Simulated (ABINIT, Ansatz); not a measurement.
# Quasiparticle gap of CsTlF3 (Fm-3m) in ABINIT, part 3 of 3

How does a plane-wave GW calculation on CsTlF3 (Fm-3m) run from the first input to the gap?

ABINIT 10.8.3; LDA and many-body steps on it, plane waves. Known limits of the many-body steps: not at the basis limit; no spin-orbit coupling; coarse k mesh.

So far. Step 4 (Empty states on the mesh, 2×2×2 mesh, 479 bands): On this mesh the gap is 2.044 eV. Step 5 (Screening, 2×2×2 mesh, 437 bands, screening to 217.7 eV): Local fields lower ε∞ by 13 %. On a Γ-centred mesh this coarse the value itself is usually too large, while a short band sum pulls it down.

### 6. Self-energy, 2×2×2 mesh, 437 bands, screening to 217.7 eV

The self-energy is evaluated for the states that the input lists, and the levels follow from it, in one-shot runs by the linearised quasiparticle equation.

This step: G0W0 on LDA, plane waves, norm-conserving pseudopotentials.

File run.abi:

```
acell 3*1.0 Angstrom
rprim 
  -0.000000000000 4.779973250000 4.779973250000
  4.779973250000 -0.000000000000 4.779973250000
  4.779973250000 4.779973250000 0.000000000000
ntypat 3
znucl 55 81 9
natom 10
typat 1 1 2 2 3 3 3 3 3 3
xred 
  0.750000000000 0.750000000000 0.750000000000
  0.250000000000 0.250000000000 0.250000000000
  0.500000000000 0.500000000000 0.500000000000
  0.000000000000 0.000000000000 0.000000000000
  0.772340010000 0.227659990000 0.227659990000
  0.227659990000 0.227659990000 0.772340010000
  0.227659990000 0.772340010000 0.772340010000
  0.227659990000 0.772340010000 0.227659990000
  0.772340010000 0.227659990000 0.772340010000
  0.772340010000 0.772340010000 0.227659990000
pp_dirpath "pseudos"
pseudos "Cs.upf, Tl.upf, F.upf"
ecut 36
ngkpt 2 2 2
nshiftk 1
shiftk 0 0 0
kptopt 1
chksymbreak 0
istwfk *1
occopt 1
irdwfk 1
optdriver 4
nband 437
gwcalctyp 0
ecutsigx 36
symsigma 1
nkptgw 3
kptgw 
  0.5000000000 0.5000000000 0.0000000000
  0.5000000000 0.0000000000 0.0000000000
  0.0000000000 0.0000000000 0.0000000000
bdgw 
  50 53
  49 54
  50 55
ecuteps 8
irdscr 1
ppmodel 1
indata_prefix "in"
outdata_prefix "out"
tmpdata_prefix "tmp"
```

Launch:

```sh
> OMP_NUM_THREADS=1 mpirun -n 4 abinit run.abi > log
```

Numbers of over 12 decimals in the logs are rounded to 6 here.

What it wrote:

```text
.Version 10.8.3 of ABINIT. v10.8.2 released Aug 2026.

 Symmetries : space group Fm -3 m (#225); Bravais cF (face-center cubic)
[... echo of the input left out ...]
== DATASET  1 ==================================================================
-   mpi_nproc: 4, omp_nthreads: 1 (-1 if OMP is not activated)

--- !DatasetInfo
iteration_state: {dtset: 1, }
dimensions: {natom: 10, nkpt: 3, mband: 437, nsppol: 1, nspinor: 1, nspden: 1, mpw: 15284, }
cutoff_energies: {ecut:  36.0, pawecutdg:  -1.0, }
electrons: {nelect:   1.02000000E+02, charge:   0.00000000E+00, occopt:   1.00000000E+00, tsmear:   1.00000000E-02, }

 SIGMA: Calculation of the GW corrections

 Based on a program developped by R.W. Godby, V. Olevano, G. Onida, and L. Reining.
 Incorporated in ABINIT by V. Olevano, G.-M. Rignanese, and M. Torrent.
.Using double precision arithmetic ; gwpc =  8

[... cell and pseudopotentials left out ...]
--------------------------------------------------------------------------------

 ==== K-mesh for the wavefunctions ====
 Number of points in the irreducible wedge :     3
[... list of points left out ...]
 Together with 48 symmetry operations and time-reversal symmetry
 yields     8 points in the full Brillouin Zone.

 ==== Q-mesh for screening function ====
 Number of points in the irreducible wedge :     3
[... list of points left out ...]
 Together with 48 symmetry operations and time-reversal symmetry
 yields     8 points in the full Brillouin Zone.

 vcoul_init : cutoff-mode = AUXILIARY_FUNCTION
 q-points for optical limit:   1
     1)      0.000010    0.000020    0.000030
 setmesh: FFT mesh size selected  =    72x   72x   72
          total number of points  =       373248

 Number of electrons calculated from density =  102.0000; Expected =  102.0000
 average of density, n =  0.069199
 r_s =    1.5110
 omega_plasma =   25.3749 [eV]

 === KS Band Gaps ===
  >>>> For spin  1
   Minimum direct gap =   2.7351 [eV], located at k-point      :   0.5000  0.0000  0.0000
   Fundamental gap    =   2.0436 [eV], Top of valence bands at :   0.5000  0.5000  0.0000
                                       Bottom of conduction at :   0.5000  0.0000  0.0000
 SIGMA fundamental parameters:
 PLASMON POLE MODEL  1
 number of plane-waves for SigmaX                15185
 number of plane-waves for SigmaC and W           1639
 number of plane-waves for wavefunctions         15185
 number of bands                                   437
 number of independent spin polarizations            1
 number of spinorial components                      1
 number of k-points in IBZ                           3
 number of q-points in IBZ                           3
 number of symmetry operations                      48
 number of k-points in BZ                            8
 number of q-points in BZ                            8
 number of frequencies for dSigma/dE                 9
 frequency step for dSigma/dE [eV]                0.25
 number of omega for Sigma on real axis              0
 max omega for Sigma on real axis  [eV]           0.00
 zcut for avoiding poles [eV]                     0.10

 EPSILON^-1 parameters (SCR file):
 dimension of the eps^-1 matrix on file           1639
 dimension of the eps^-1 matrix used              1639
 number of plane-waves for wavefunctions         15185
 number of bands                                   437
 number of q-points in IBZ                           3
 number of frequencies                               2
 number of real frequencies                          1
 number of imag frequencies                          1

 matrix elements of self-energy operator (all in [eV])

 Perturbative Calculation

--- !SelfEnergy_ee
iteration_state: {dtset: 1, }
kpoint     : [   0.500,    0.500,    0.000, ]
spin       : 1
KS_gap     :    2.768
QP_gap     :    5.014
Delta_QP_KS:    2.245
data: !SigmaeeData |
     Band     E0 <VxcDFT>   SigX SigC(E0)      Z dSigC/dE  Sig(E)    E-E0       E
       50   0.401 -23.521 -29.614   5.170   0.769  -0.300 -24.230  -0.709  -0.308
       51   2.259 -20.339 -23.630   2.720   0.799  -0.252 -20.795  -0.456   1.803
       52   5.027 -19.373 -15.271  -1.889   0.809  -0.237 -17.584   1.789   6.817
       53   6.954 -11.106  -6.854  -2.689   0.851  -0.175  -9.776   1.330   8.284

--- !SelfEnergy_ee
iteration_state: {dtset: 1, }
kpoint     : [   0.500,    0.000,    0.000, ]
spin       : 1
KS_gap     :    2.735
QP_gap     :    4.938
Delta_QP_KS:    2.203
data: !SigmaeeData |
     Band     E0 <VxcDFT>   SigX SigC(E0)      Z dSigC/dE  Sig(E)    E-E0       E
       49   0.049 -22.427 -29.165   5.562   0.762  -0.312 -23.324  -0.897  -0.848
       50   0.049 -22.427 -29.165   5.562   0.762  -0.312 -23.324  -0.897  -0.848
       51   1.567 -17.923 -20.759   2.147   0.805  -0.242 -18.478  -0.555   1.013
       52   4.303 -16.903 -12.792  -2.112   0.825  -0.213 -15.255   1.648   5.951
       53   7.831 -11.231  -6.710  -2.874   0.845  -0.184  -9.840   1.391   9.222
       54   7.831 -11.231  -6.710  -2.874   0.845  -0.184  -9.840   1.391   9.222

--- !SelfEnergy_ee
iteration_state: {dtset: 1, }
kpoint     : [   0.000,    0.000,    0.000, ]
spin       : 1
KS_gap     :    5.150
QP_gap     :    7.570
Delta_QP_KS:    2.420
data: !SigmaeeData |
     Band     E0 <VxcDFT>   SigX SigC(E0)      Z dSigC/dE  Sig(E)    E-E0       E
       50   0.402 -23.516 -29.597   5.162   0.769  -0.301 -24.223  -0.707  -0.306
       51   0.402 -23.516 -29.597   5.162   0.769  -0.301 -24.223  -0.707  -0.306
       52   5.552 -19.498 -15.503  -1.872   0.807  -0.239 -17.785   1.713   7.264
       53   6.904  -9.964  -5.388  -3.016   0.858  -0.166  -8.626   1.337   8.241
       54   6.904  -9.964  -5.388  -3.016   0.858  -0.166  -8.626   1.337   8.241
       55   6.904  -9.964  -5.388  -3.016   0.858  -0.166  -8.626   1.337   8.241

 New Fermi energy :        1.424752E-01 Ha ,    3.876947E+00 eV

 === QP Band Gaps ===
  >>>> For spin  1
   Minimum direct gap =   4.9383 [eV], located at k-point      :   0.5000  0.0000  0.0000
   Fundamental gap    =   4.1481 [eV], Top of valence bands at :   0.5000  0.5000  0.0000
                                       Bottom of conduction at :   0.5000  0.0000  0.0000

== END DATASET(S) ==============================================================
================================================================================

 -outvars: echo values of variables after computation  --------
           etotal      0.0000000000E+00
            nband         437
             nkpt           3
          spgroup         225
 [... the other variables as echoed above ...]

 Calculation completed.
```

Elapsed: 14 min, on 4 MPI ranks of Intel Xeon Platinum 8488C (Sapphire Rapids), shared host; peak memory 6.7 GiB.

This step gave:

```yaml
g0w0_gap_on_the_points_computed: 4.148 eV
starting_gap_on_the_mesh: 2.044 eV
k_of_the_valence_top: 0.5, 0.5, 0
k_of_the_conduction_bottom: 0.5, 0, 0
z_at_the_valence_top: 0.799
z_at_the_conduction_bottom: 0.825
least_direct_g0w0_gap_on_the_computed_points: 4.938 eV
```

The gap on the mesh goes from 2.04 eV to 4.15 eV, a correction of +2.10 eV.

Limits: finite bands, cutoff and mesh; no spin-orbit coupling; coarse k mesh. v1 is the top filled band, c1 the lowest empty one. Levels before and after the correction, in eV, zero at the valence-band top of each column:

```csv
,conduction bottom,valence top
Kohn-Sham,2.04,0.00
G0W0,4.15,0.00
```

```
                     level  energy (eV)
Kohn-Sham   (0.5 0.5 0) v2       -1.857
Kohn-Sham   (0.5 0.5 0) v1        0.000
Kohn-Sham   (0.5 0.5 0) c1        2.768
Kohn-Sham   (0.5 0.5 0) c2        4.695
Kohn-Sham  (0.5 0 0) v3-v2       -2.210
Kohn-Sham     (0.5 0 0) v1       -0.691
Kohn-Sham     (0.5 0 0) c1        2.044
Kohn-Sham  (0.5 0 0) c2-c3        5.572
     G0W0   (0.5 0.5 0) v2       -2.111
     G0W0   (0.5 0.5 0) v1        0.000
     G0W0   (0.5 0.5 0) c1        5.014
     G0W0   (0.5 0.5 0) c2        6.481
     G0W0  (0.5 0 0) v3-v2       -2.651
     G0W0     (0.5 0 0) v1       -0.790
     G0W0     (0.5 0 0) c1        4.148
     G0W0  (0.5 0 0) c2-c3        7.419
```

### 7. Where the time went

Times are wall times on the hardware named with each run, good to a factor of about two.

```
                          step     time  share  memory (GiB)
                  ground state  2.5 min    5 %          0.75
bands along the symmetry lines    3 min    6 %          0.73
      empty states on the mesh   13 min   26 %           0.9
                     screening   17 min   34 %           6.7
                   self-energy   14 min   28 %           6.7
```

### 8. Summary of results

- LDA gap: 2.04 eV, indirect
- G0W0 gap on the mesh: 4.15 eV
- GW settings: 2×2×2 mesh, 437 bands, screening to 217.7 eV, Godby-Needs plasmon pole
- known limits: not at the basis limit; no spin-orbit coupling; coarse k mesh

**Reading.** G0W0 moves the gap on the mesh from 2.04 eV to 4.15 eV (+2.10 eV), with Z of 0.80 and 0.82 at the edges. Local fields lower the RPA ε∞ on this mesh from 3.82 to 3.34; a Γ-centred mesh this coarse tends to raise both, most where the direct gap is narrow, while a short band sum lowers them. Bands and cutoff are finite, so the gap is not at the basis limit. The miss can reach some tenths of an eV and take either sign; the mesh is an error of its own. The 2×2×2 mesh is coarse for this cell, which bears on the long-range parts of exchange and screening. Where an edge is built on 6p states of lead, bismuth or thallium, scalar-relativistic gaps usually stand too wide, by a few tenths to over one eV. The many-body steps are scalar-relativistic: spin-orbit coupling is not in them.

[Paths, hosts, dates, memory and timing lines, banners, echoed tables and standing remarks are left out of the program output.]

[Logs are printed without paths, hosts, clocks, repeated set-up lines and the standing remarks that a program may print on its own settings, such as how far it seeks lower states.]

[Runs of the session that timed out or met a known fault of the program may be left out.]

[Hosts, paths, dates, database ids (printed as entryN), source tags and the programs' standing remarks are cut or masked in the printed files.]

[G0W0 gaps are taken among the corrected bands and points alone; a level outside them can change the order at an edge.]

[Where Ansatz stands beside ABINIT at settings called matched, ABINIT's density can come from a denser mesh and the files from another edition; pairs whose starting gaps differed by over 0.03 eV were left out, so agreement reads better than it is.]
